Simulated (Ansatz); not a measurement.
# Static equation of state of glassy 73SiO2-11CaO-11MgO-5SnO2 (mol %) (122 atoms)

Density of this cell: 2.88 g/cm³. The cell holds 122 atoms: 32 Si, 5 Ca, 5 Mg, 2 Sn and 78 O. Cell: a = 11.917 Å, b = 11.506 Å, c = 11.398 Å, α = 89.7°, β = 90.0°, γ = 91.1°. The starting structure: 122 atoms (32 Si, 5 Ca, 5 Mg, 2 Sn, 78 O) placed at random at 2.56 g/cm³, melted at 4000 K for 10 ps at fixed volume with the Morse and Coulomb pair potential with partial charges (Pedone, Malavasi, Menziani, Cormack and Segre, J. Phys. Chem. B 110, 11780 (2006)). Quenched from 4000 K to 300 K at 50 K/ps and fixed volume, held 10 ps at zero pressure.

Calculated with Ansatz 0.2.0: Kohn-Sham DFT, LDA, PAW (set soft_2), plane waves; cutoff 420 eV, Γ point, gaussian smearing of 0.025 eV. Cell and atoms were relaxed first, to V0 = 12.808 Å³ an atom at a residual P0 = 0.023 GPa. The cell was then scaled evenly, and the atoms were relaxed at each volume.

| volume (Å³/atom) | pressure (GPa) |
| --- | --- |
| 11.528 | 6.247 |
| 12.040 | ? |
| 12.424 | 1.330 |
| 13.193 | -1.532 |
| 13.577 | -2.603 |

Task: Fit the third-order Birch–Murnaghan equation to the rows given and interpolate to the withheld row.

Worked fit:

Take the Eulerian strain f = ½[(V0/V)^(2/3) − 1] and the normalised pressure F = (P − P0) / [3f(1 + 2f)^(5/2)]. The third-order Birch–Murnaghan equation is then the line F = B0 + (3/2)B0(B′ − 4) f, so u = f and v = F.

| u = f | v = F (GPa) |
| --- | --- |
| 0.0363833 | 47.8404 |
| 0.0102567 | 40.3789 |
| -0.00975653 | 55.8320 |
| -0.0190507 | 50.6419 |

With n = 4: mean u = 0.00445819, mean v = 48.6733, Σ(u − ū)² = 0.0018076, Σ(u − ū)(v − v̄) = -0.22272. Slope b = -0.22272 / 0.0018076 = -123.22; intercept a = v̄ − b ū = 49.223.

So B0 = a = 49.2 GPa and B′ = 4 + 2b/(3a) = 2.33. At the withheld volume f = 0.02106, F = a + b f = 46.63 GPa, and P = P0 + 3f(1 + 2f)^(5/2) F.

Prediction at 12.040: 3.289 GPa. The run gave 2.964 GPa, so the fit is high by 0.32 GPa (11 % of the value).

The series isn't one smooth equation of state: even a line fitted to all rows, the withheld one included, misses F by up to 16.3 %, the count of bonds changes along the series and an atom moves over 0.5 Å in some relaxation. B0 and B′ are then only the numbers of this fit, not moduli of the material. Among the rows given, the largest miss of the fit is at 11.528, by 0.40 GPa (4.6 % of the range of the table).

Limits: Static cells at zero temperature; the cell shape is held. The program notes that the SCF threshold of these relaxations is loose for the stress. The quench rate of 50 K/ps is many orders above laboratory rates, so the cell is likely richer in defects and strain than a real sample. The network of bonds at the start is that of the classical potential that made the cell, and needn't be the one that DFT or experiment would give. Only the Γ point is sampled, in a cell whose shortest periodic width is 11 Å.

[Hosts, paths, dates, database ids (printed as entryN), source tags and the programs' standing remarks are cut or masked in the printed files.]
